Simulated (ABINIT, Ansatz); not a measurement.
# TaSi (Pm-3m): from the cell to the phonon bands, part 2 of 3

Aim: the phonon dispersion of TaSi (Pm-3m), checked by a second program.

ABINIT 10.8.3; DFT LDA, scalar-relativistic, plane waves, PseudoDojo norm-conserving pseudopotentials.

So far. Step 3 (Self-consistent run for the response): The cell stands at -0.34 GPa: the relaxation ran with a smoothed and higher cutoff, and the difference is a stress of the finite basis. Step 4 (Zone-centre response): The acoustic modes at Γ come out as far as 3.5 cm⁻¹ from zero, where they should vanish, a small numerical error. The relaxed cell has a = 3.098 Å (conventional setting).

The structure was built from a prototype and need not be the compound's stable phase.

## Step 5: Phonons on a q mesh

Linear response treats each wavevector of the 4×4×4 mesh in the unit cell; the first-order potentials are kept for the electron-phonon matrix elements.

Input file dfpt_q.abi:

```
ndtset 9

# wavevectors
qpt1 0.25 0.0 0.0
qpt2 0.5 0.0 0.0
qpt3 0.25 0.25 0.0
qpt4 0.5 0.25 0.0
qpt5 0.5 0.5 0.0
qpt6 0.25 0.25 0.25
qpt7 0.5 0.25 0.25
qpt8 0.5 0.5 0.25
qpt9 0.5 0.5 0.5

# displacements
getwfk_filepath "gso_WFK"
getwfq_filepath "gso_WFK"
kptopt 3
nqpt 1
rfphon 1
rfatpol 1 2
rfdir 1 1 1
tolvrs 1.0d-10
prtwf 0
prtpot 1

# basis, mesh and filling
ecut 25.0
ngkpt 8 8 8
nshiftk 1
shiftk 0.0 0.0 0.0
istwfk *1
occopt 7
tsmear 0.01
nband 15
nstep 100
diemac 1000000.0
prtebands 0
prtgsr 0
useylm 1

# cell and atoms
acell 5.854846286 5.854846286 5.854846286
rprim 
    1.0 0.0 0.0
    0.0 1.0 0.0
    0.0 0.0 1.0
ntypat 2
znucl 14 73
natom 2
typat 1 2
xred 
    0.0 0.0 0.0
    0.5 0.5 0.5
pp_dirpath "./pseudo"
pseudos "Si.upf, Ta.upf"
```

Run with:

```sh
$ OMP_NUM_THREADS=1 mpirun -n 4 abinit dfpt_q.abi > dfpt_q.log
```

Numbers of over 12 decimals in the logs are rounded to 6 here.

dfpt_q.abo, the main output file:

```text
[banners, grids, parts of the stress and lines that vanish by symmetry left out]
- input  file    -> dfpt_q.abi
- output file    -> dfpt_q.abo
- root for input  files -> dfpt_qi
[...]
DATASET    1 : space group Pm -3 m (#221); Bravais cP (primitive cubic)
[...]
nfft =       27000          nkpt =         512
[...]
DATASET    2 : space group Pm -3 m (#221); Bravais cP (primitive cubic)
[...]
nfft =       27000          nkpt =         512
[...]
DATASET    3 : space group Pm -3 m (#221); Bravais cP (primitive cubic)
[...]
nfft =       27000          nkpt =         512
[...]
DATASET    4 : space group Pm -3 m (#221); Bravais cP (primitive cubic)
[...]
nfft =       27000          nkpt =         512
[...]
DATASET    8 : space group Pm -3 m (#221); Bravais cP (primitive cubic)
[...]
nfft =       27000          nkpt =         512
[...]
DATASET    9 : space group Pm -3 m (#221); Bravais cP (primitive cubic)
[...]
nfft =       27000          nkpt =         512
[...]
== DATASET  1 ==================================================================
[...]
cutoff_energies: {ecut:  25.0, pawecutdg:  -1.0, }
[...]
Perturbation : displacement of atom   1   along direction   1
[...]
-ETOT  1   65.782957941995     -2.463E+01 7.298E-01 1.336E+06
 ETOT  2   401.65441194835      3.359E+02 2.769E-01 8.879E+06
 ETOT  3   2.729588     -3.989E+02 1.994E-01 1.084E+04
 ETOT  4   2.247987     -4.816E-01 2.007E-02 3.052E+02
 ETOT  5   2.229139     -1.885E-02 2.355E-03 5.631E-01
[...]
At SCF step   12       vres2   =  1.55E-11 < tolvrs=  1.00E-10 =>converged.
[...]
Perturbation : displacement of atom   1   along direction   2
[...]
-ETOT  1   2.875095     -5.050E+01 1.223E+00 1.536E+03
[...]
At SCF step   12       vres2   =  9.11E-13 < tolvrs=  1.00E-10 =>converged.
[...]
Perturbation : displacement of atom   2   along direction   1
[...]
-ETOT  1   51.571409193508     -1.832E+03 4.450E+00 1.098E+06
[...]
At SCF step   12       vres2   =  1.89E-11 < tolvrs=  1.00E-10 =>converged.
[...]
Perturbation : displacement of atom   2   along direction   2
[...]
-ETOT  1   2.292871     -1.491E+03 4.757E+00 8.757E+02
[...]
At SCF step   12       vres2   =  4.31E-14 < tolvrs=  1.00E-10 =>converged.
[...]
Phonon wavevector (reduced coordinates) :  0.25000  0.00000  0.00000
 Phonon energies in Hartree :
[...]
Phonon frequencies in cm-1    :
-  3.647007E+01  3.647007E+01  9.006709E+01  2.510378E+02  2.510378E+02
-  2.570761E+02
[...]
== DATASET  2 ==================================================================
[...]
cutoff_energies: {ecut:  25.0, pawecutdg:  -1.0, }
[...]
Perturbation : displacement of atom   1   along direction   1
[...]
-ETOT  1   82.705938684816     -9.492E+00 7.377E-01 4.715E+05
[...]
Perturbation : displacement of atom   1   along direction   2
[...]
-ETOT  1   2.796271     -4.969E+01 7.794E-01 1.391E+03
[...]
Perturbation : displacement of atom   2   along direction   1
[...]
-ETOT  1   41.947953967916     -1.861E+03 4.436E+00 2.480E+05
[...]
Perturbation : displacement of atom   2   along direction   2
[...]
-ETOT  1   1.298958     -1.482E+03 4.763E+00 4.289E+02
[...]
Phonon wavevector (reduced coordinates) :  0.50000  0.00000  0.00000
 Phonon energies in Hartree :
[...]
Phonon frequencies in cm-1    :
-  5.808250E+01  5.808250E+01  1.171543E+02  2.297721E+02  2.328741E+02
-  2.328741E+02
[...]
== DATASET  3 ==================================================================
[...]
cutoff_energies: {ecut:  25.0, pawecutdg:  -1.0, }
[...]
Perturbation : displacement of atom   1   along direction   1
[...]
-ETOT  1   27.513619052433     -4.478E+01 9.165E-01 2.620E+05
[...]
Perturbation : displacement of atom   1   along direction   3
[...]
-ETOT  1   2.600062     -4.998E+01 6.126E-01 1.228E+03
[...]
Perturbation : displacement of atom   2   along direction   1
[...]
-ETOT  1   20.803071910338     -1.672E+03 4.312E+00 2.021E+05
[...]
Perturbation : displacement of atom   2   along direction   3
[...]
-ETOT  1   3.046255     -1.481E+03 4.397E+00 4.123E+02
[...]
Phonon wavevector (reduced coordinates) :  0.25000  0.25000  0.00000
 Phonon energies in Hartree :
[...]
Phonon frequencies in cm-1    :
- -6.390020E+01  6.933122E+01  8.803179E+01  2.326935E+02  2.428780E+02
-  2.626029E+02
[...]
== DATASET  4 ==================================================================
[...]
cutoff_energies: {ecut:  25.0, pawecutdg:  -1.0, }
[...]
Perturbation : displacement of atom   1   along direction   1
[...]
-ETOT  1   35.974761756092     -4.584E+01 1.017E+00 1.660E+05
[...]
Perturbation : displacement of atom   1   along direction   2
[...]
-ETOT  1   5.625097     -5.795E+01 6.116E-01 1.647E+04
[...]
Phonon wavevector (reduced coordinates) :  0.50000  0.25000  0.00000
 Phonon energies in Hartree :
[...]
Phonon frequencies in cm-1    :
- -6.307086E+01  8.358794E+01  8.871510E+01  2.254428E+02  2.345335E+02
-  2.448312E+02
[...]
== DATASET  5 ==================================================================
[...]
Phonon wavevector (reduced coordinates) :  0.50000  0.50000  0.00000
 Phonon energies in Hartree :
[...]
Phonon frequencies in cm-1    :
- -6.860650E+01 -6.860650E+01  1.221180E+02  2.075953E+02  2.459415E+02
-  2.459415E+02
[...]
== DATASET  6 ==================================================================
[...]
Phonon wavevector (reduced coordinates) :  0.25000  0.25000  0.25000
 Phonon energies in Hartree :
[...]
Phonon frequencies in cm-1    :
- -5.898602E+01 -5.898602E+01  5.201826E+01  2.400948E+02  2.594375E+02
-  2.594375E+02
[...]
== DATASET  7 ==================================================================
[...]
Perturbation : displacement of atom   2   along direction   1
[...]
-ETOT  1   15.132932952100     -1.708E+03 4.471E+00 5.463E+04
[...]
Perturbation : displacement of atom   2   along direction   2
[...]
-ETOT  1   6.191760     -1.567E+03 4.251E+00 1.577E+04
[...]
Phonon wavevector (reduced coordinates) :  0.50000  0.25000  0.25000
 Phonon energies in Hartree :
[...]
Phonon frequencies in cm-1    :
- -4.971058E+01  4.465891E+01  5.319339E+01  2.397929E+02  2.492507E+02
-  2.673020E+02
[...]
== DATASET  8 ==================================================================
[...]
cutoff_energies: {ecut:  25.0, pawecutdg:  -1.0, }
[...]
Perturbation : displacement of atom   1   along direction   1
[...]
-ETOT  1   5.791211     -6.351E+01 9.271E-01 1.149E+04
[...]
Perturbation : displacement of atom   1   along direction   3
[...]
-ETOT  1   3.360521     -5.522E+01 1.002E+00 2.996E+03
[...]
Perturbation : displacement of atom   2   along direction   1
[...]
-ETOT  1   7.790905     -1.653E+03 4.487E+00 1.783E+04
[...]
Perturbation : displacement of atom   2   along direction   3
[...]
-ETOT  1   4.782367     -1.543E+03 4.412E+00 1.050E+04
[...]
Phonon wavevector (reduced coordinates) :  0.50000  0.50000  0.25000
 Phonon energies in Hartree :
[...]
Phonon frequencies in cm-1    :
-  3.277334E+01  3.277334E+01  6.592471E+01  2.416662E+02  2.552783E+02
-  2.552783E+02
[...]
== DATASET  9 ==================================================================
[...]
cutoff_energies: {ecut:  25.0, pawecutdg:  -1.0, }
[...]
Perturbation : displacement of atom   1   along direction   1
[...]
-ETOT  1   4.719026     -6.101E+01 7.682E-01 4.768E+03
[...]
At SCF step   10       vres2   =  1.08E-12 < tolvrs=  1.00E-10 =>converged.
[...]
Perturbation : displacement of atom   2   along direction   1
[...]
-ETOT  1   4.711442     -1.619E+03 4.502E+00 8.137E+03
[...]
ETOT  9   1.431873      5.457E-12 6.693E-11 7.227E-10
 ETOT 10   1.431873      4.775E-12 2.153E-11 8.481E-11
 At SCF step   10       vres2   =  8.48E-11 < tolvrs=  1.00E-10 =>converged.
[...]
Phonon wavevector (reduced coordinates) :  0.50000  0.50000  0.50000
 Phonon energies in Hartree :
[...]
Phonon frequencies in cm-1    :
-  7.810237E+01  7.810237E+01  7.810237E+01  2.753928E+02  2.753928E+02
-  2.753928E+02
[...]
fcart6     0.0000000000E+00  0.0000000000E+00  0.0000000000E+00
   
================================================================================
```

It took 53 min on 4 MPI ranks of Arm Neoverse N1, shared host; 3.5 h of CPU time.

Numbers from this step:

```
lowest mode on the q mesh (acoustic ones at the zone centre apart) : -68.61 cm⁻¹
```

Frequencies (cm⁻¹) before the sum rule at the irreducible wavevectors but Γ, which is solved apart; negative means imaginary. Frequencies by wavevector:

```csv
q (fractions),star,mode 1,mode 2,mode 3,mode 4,mode 5,mode 6
0.25 0 0,6,36.47,36.47,90.07,251,251,257.1
0.5 0 0,3,58.08,58.08,117.2,229.8,232.9,232.9
0.25 0.25 0,12,-63.9,69.33,88.03,232.7,242.9,262.6
0.5 0.25 0,12,-63.07,83.59,88.72,225.4,234.5,244.8
0.5 0.5 0,3,-68.61,-68.61,122.1,207.6,245.9,245.9
0.25 0.25 0.25,8,-58.99,-58.99,52.02,240.1,259.4,259.4
0.5 0.25 0.25,12,-49.71,44.66,53.19,239.8,249.2,267.3
0.5 0.5 0.25,6,32.77,32.77,65.92,241.7,255.3,255.3
0.5 0.5 0.5,1,78.1,78.1,78.1,275.4,275.4,275.4
```

## Step 6: Dispersion

anaddb transforms the dynamical matrices to force constants and back along the path; points of the mesh come back as solved, but for the sum rule and, in polar crystals, the LO-TO term at Γ; the rest is interpolation.

Input file anaddb.abi:

```
ddb_filepath "all_DDB"
output_file "anaddb.abo"
outdata_prefix "anaddb"
ifcflag 1
ngqpt 4 4 4
nqshft 1
q1shft 0.0 0.0 0.0
asr 1
chneut 0
dipdip 0
dipquad 0
quadquad 0
enunit 0
eivec 0
nph1l 62
qph1l 
    0.0 0.0 0.0 1.0
    0.0 0.05 0.0 1.0
    0.0 0.1 0.0 1.0
    0.0 0.15 0.0 1.0
    0.0 0.2 0.0 1.0
    0.0 0.25 0.0 1.0
    0.0 0.3 0.0 1.0
    0.0 0.35 0.0 1.0
    0.0 0.4 0.0 1.0
    0.0 0.45 0.0 1.0
    0.0 0.5 0.0 1.0
    0.05 0.5 0.0 1.0
    0.1 0.5 0.0 1.0
    0.15 0.5 0.0 1.0
    0.2 0.5 0.0 1.0
    0.25 0.5 0.0 1.0
    0.3 0.5 0.0 1.0
    0.35 0.5 0.0 1.0
    0.4 0.5 0.0 1.0
    0.45 0.5 0.0 1.0
    0.5 0.5 0.0 1.0
    0.45 0.45 0.0 1.0
    0.4 0.4 0.0 1.0
    0.35 0.35 0.0 1.0
    0.3 0.3 0.0 1.0
    0.25 0.25 0.0 1.0
    0.2 0.2 0.0 1.0
    0.15 0.15 0.0 1.0
    0.1 0.1 0.0 1.0
    0.05 0.05 0.0 1.0
    0.0 0.0 0.0 1.0
    0.05 0.05 0.05 1.0
    0.1 0.1 0.1 1.0
    0.15 0.15 0.15 1.0
    0.2 0.2 0.2 1.0
    0.25 0.25 0.25 1.0
    0.3 0.3 0.3 1.0
    0.35 0.35 0.35 1.0
    0.4 0.4 0.4 1.0
    0.45 0.45 0.45 1.0
    0.5 0.5 0.5 1.0
    0.45 0.5 0.45 1.0
    0.4 0.5 0.4 1.0
    0.35 0.5 0.35 1.0
    0.3 0.5 0.3 1.0
    0.25 0.5 0.25 1.0
    0.2 0.5 0.2 1.0
    0.15 0.5 0.15 1.0
    0.1 0.5 0.1 1.0
    0.05 0.5 0.05 1.0
    0.0 0.5 0.0 1.0
    0.5 0.5 0.5 1.0
    0.5 0.5 0.45 1.0
    0.5 0.5 0.4 1.0
    0.5 0.5 0.35 1.0
    0.5 0.5 0.3 1.0
    0.5 0.5 0.25 1.0
    0.5 0.5 0.2 1.0
    0.5 0.5 0.15 1.0
    0.5 0.5 0.1 1.0
    0.5 0.5 0.05 1.0
    0.5 0.5 0.0 1.0
```

Input file mrgddb.in:

```
all_DDB
merged
10
dfpt_gammao_DDB
dfpt_qo_DS1_DDB
dfpt_qo_DS2_DDB
dfpt_qo_DS3_DDB
dfpt_qo_DS4_DDB
dfpt_qo_DS5_DDB
dfpt_qo_DS6_DDB
dfpt_qo_DS7_DDB
dfpt_qo_DS8_DDB
dfpt_qo_DS9_DDB
```

Run with:

```sh
$ mrgddb < mrgddb.in > mrgddb.log
$ OMP_NUM_THREADS=1 anaddb anaddb.abi > anaddb.log
```

anaddb.abo, the main output file:

```text
[banners, grids, parts of the stress and lines that vanish by symmetry left out]
-outvars_anaddb: echo values of input variables ----------------------

 Flags :
[...]
Phonon wavevector (reduced coordinates) :  0.00000  0.00000  0.00000
 Phonon energies in Hartree :
[...]
Phonon frequencies in cm-1    :
-  0.000000E+00  0.000000E+00  0.000000E+00  2.668941E+02  2.668941E+02
-  2.668941E+02
[...]
Phonon wavevector (reduced coordinates) :  0.00000  0.05000  0.00000
 Phonon energies in Hartree :
[...]
Phonon frequencies in cm-1    :
-  7.338477E+00  7.338477E+00  2.180527E+01  2.661542E+02  2.661542E+02
-  2.667387E+02
[...]
Phonon wavevector (reduced coordinates) :  0.00000  0.10000  0.00000
 Phonon energies in Hartree :
[...]
Phonon frequencies in cm-1    :
-  1.470746E+01  1.470746E+01  4.250844E+01  2.639872E+02  2.639872E+02
-  2.661069E+02
[...]
Phonon wavevector (reduced coordinates) :  0.00000  0.15000  0.00000
 Phonon energies in Hartree :
[...]
Phonon frequencies in cm-1    :
-  2.210722E+01  2.210722E+01  6.117064E+01  2.605500E+02  2.605500E+02
-  2.645752E+02
[...]
Phonon wavevector (reduced coordinates) :  0.00000  0.20000  0.00000
 Phonon energies in Hartree :
[...]
Phonon frequencies in cm-1    :
-  2.947718E+01  2.947718E+01  7.714556E+01  2.561008E+02  2.561008E+02
-  2.616538E+02
[...]
Phonon wavevector (reduced coordinates) :  0.00000  0.25000  0.00000
 Phonon energies in Hartree :
[...]
Phonon frequencies in cm-1    :
-  3.666808E+01  3.666808E+01  9.014807E+01  2.509946E+02  2.509946E+02
-  2.570337E+02
  Phonon wavevector (reduced coordinates) :  0.00000  0.30000  0.00000
 Phonon energies in Hartree :
[...]
Phonon frequencies in cm-1    :
-  4.342400E+01  4.342400E+01  1.002422E+02  2.456770E+02  2.456770E+02
-  2.508133E+02
  Phonon wavevector (reduced coordinates) :  0.00000  0.35000  0.00000
 Phonon energies in Hartree :
[...]
Phonon frequencies in cm-1    :
-  4.938395E+01  4.938395E+01  1.077342E+02  2.406687E+02  2.406687E+02
-  2.436417E+02
  Phonon wavevector (reduced coordinates) :  0.00000  0.40000  0.00000
 Phonon energies in Hartree :
[...]
Phonon frequencies in cm-1    :
-  5.411371E+01  5.411371E+01  1.129759E+02  2.365285E+02  2.365285E+02
-  2.367242E+02
  Phonon wavevector (reduced coordinates) :  0.00000  0.45000  0.00000
 Phonon energies in Hartree :
[...]
Phonon frequencies in cm-1    :
-  5.717680E+01  5.717680E+01  1.161529E+02  2.316143E+02  2.337828E+02
-  2.337828E+02
  Phonon wavevector (reduced coordinates) :  0.00000  0.50000  0.00000
 Phonon energies in Hartree :
[...]
Phonon frequencies in cm-1    :
-  5.823987E+01  5.823987E+01  1.172324E+02  2.297166E+02  2.328193E+02
-  2.328193E+02
  Phonon wavevector (reduced coordinates) :  0.05000  0.50000  0.00000
 Phonon energies in Hartree :
[...]
Phonon frequencies in cm-1    :
-  5.277786E+01  5.960473E+01  1.165937E+02  2.310100E+02  2.325256E+02
-  2.326774E+02
  Phonon wavevector (reduced coordinates) :  0.10000  0.50000  0.00000
 Phonon energies in Hartree :
[...]
Phonon frequencies in cm-1    :
-  3.473130E+01  6.367128E+01  1.141884E+02  2.319264E+02  2.321386E+02
-  2.343389E+02
  Phonon wavevector (reduced coordinates) :  0.15000  0.50000  0.00000
 Phonon energies in Hartree :
[...]
Phonon frequencies in cm-1    :
- -2.811512E+01  7.026472E+01  1.087903E+02  2.309211E+02  2.317010E+02
-  2.384645E+02
[...]
Phonon wavevector (reduced coordinates) :  0.40000  0.50000  0.40000
 Phonon energies in Hartree :
[...]
Phonon frequencies in cm-1    :
-  6.127390E+01  6.660839E+01  6.703614E+01  2.645584E+02  2.666408E+02
-  2.685600E+02
  Phonon wavevector (reduced coordinates) :  0.35000  0.50000  0.35000
 Phonon energies in Hartree :
[...]
Phonon frequencies in cm-1    :
-  4.856966E+01  4.945007E+01  5.076943E+01  2.550501E+02  2.601091E+02
-  2.664857E+02
  Phonon wavevector (reduced coordinates) :  0.30000  0.50000  0.30000
 Phonon energies in Hartree :
[...]
Phonon frequencies in cm-1    :
- -1.544198E+01  3.637386E+01  4.703955E+01  2.464299E+02  2.545814E+02
-  2.674156E+02
  Phonon wavevector (reduced coordinates) :  0.25000  0.50000  0.25000
 Phonon energies in Hartree :
[...]
Phonon frequencies in cm-1    :
- -4.962459E+01  4.478750E+01  5.336517E+01  2.397397E+02  2.492132E+02
-  2.672726E+02
  Phonon wavevector (reduced coordinates) :  0.20000  0.50000  0.20000
 Phonon energies in Hartree :
[...]
Phonon frequencies in cm-1    :
- -5.890350E+01  5.993808E+01  6.974745E+01  2.350045E+02  2.431236E+02
-  2.621960E+02
  Phonon wavevector (reduced coordinates) :  0.15000  0.50000  0.15000
 Phonon energies in Hartree :
[...]
Phonon frequencies in cm-1    :
- -5.125892E+01  6.246267E+01  9.352489E+01  2.323119E+02  2.371517E+02
-  2.521150E+02
[...]
Phonon wavevector (reduced coordinates) :  0.50000  0.50000  0.05000
 Phonon energies in Hartree :
[...]
Phonon frequencies in cm-1    :
- -6.657299E+01 -6.657299E+01  1.188578E+02  2.092124E+02  2.461608E+02
-  2.461608E+02
  Phonon wavevector (reduced coordinates) :  0.50000  0.50000  0.00000
 Phonon energies in Hartree :
[...]
Phonon frequencies in cm-1    :
- -6.854820E+01 -6.854820E+01  1.221929E+02  2.075338E+02  2.459106E+02
-  2.459106E+02
-
```

Elapsed: 0.59 s, on 1 thread.

This step gave:

```yaml
lowest_frequency_on_the_path: -69.97 cm⁻¹
```

Anaddb. Phonon branches along the path, in cm⁻¹:

```csv
point,branch 1,branch 2,branch 3,branch 4,branch 5,branch 6
Γ,0,0,0,267,267,267
halfway,37,37,90,251,251,257
X,58,58,117,230,233,233
halfway,-63,84,89,225,234,245
M,-68,-68,122,208,246,246
halfway,-64,69,88,233,243,263
Γ,0,0,0,267,267,267
halfway,-59,-59,52,240,259,259
R,78,78,78,275,275,275
halfway,-50,45,53,240,249,267
X,58,58,117,230,233,233
jump to R,78,78,78,275,275,275
halfway,33,33,66,242,255,255
M,-68,-68,122,208,246,246
```

The phonon branches as a text plot (rows in cm⁻¹):

```
    268 |***                 ***********   ***********    **
    254 |  ***          ***** ***   *   ****      *** *     ****
    239 |    ******************      ** *          *******   *  *
    225 |      ******     ***          *               * *    *
    211 |            *****                                     **
    196 |
    182 |
    167 |
    153 |
    139 |
    124 |       *      **                                *      *
    110 |     ** **  **  *                             **      *
     95 |   **     **     *   *      ***              *       *
     81 |          *       *** *    *        ****         *
     67 |  *     ** *        *  *           **  **   ***   ***
     52 |     ****        *   *         *   *     ***   **  *
     38 | * **                 * * *               **        *
     24 |* *         *          *          *
      9 |**                      *
     -5 |                        ***
    -20 |                       *   *    **        *   *
    -34 |         *      *     *
    -48 |          *  *       *      **  **         * *       *
    -63 |           **********         **            *         **
         Γ      X      M          Γ            R        X|R     M
```

The path dips to 70i cm⁻¹.

[end of part 2 of 3]

[Host names and launcher messages were left out of these logs when they were recorded.]

[Logs are printed without paths, hosts, clocks, repeated set-up lines and the standing remarks that a program may print on its own settings, such as how far it seeks lower states.]

[Hosts, paths, dates, database ids (printed as entryN), source tags and the programs' standing remarks are cut or masked in the printed files.]
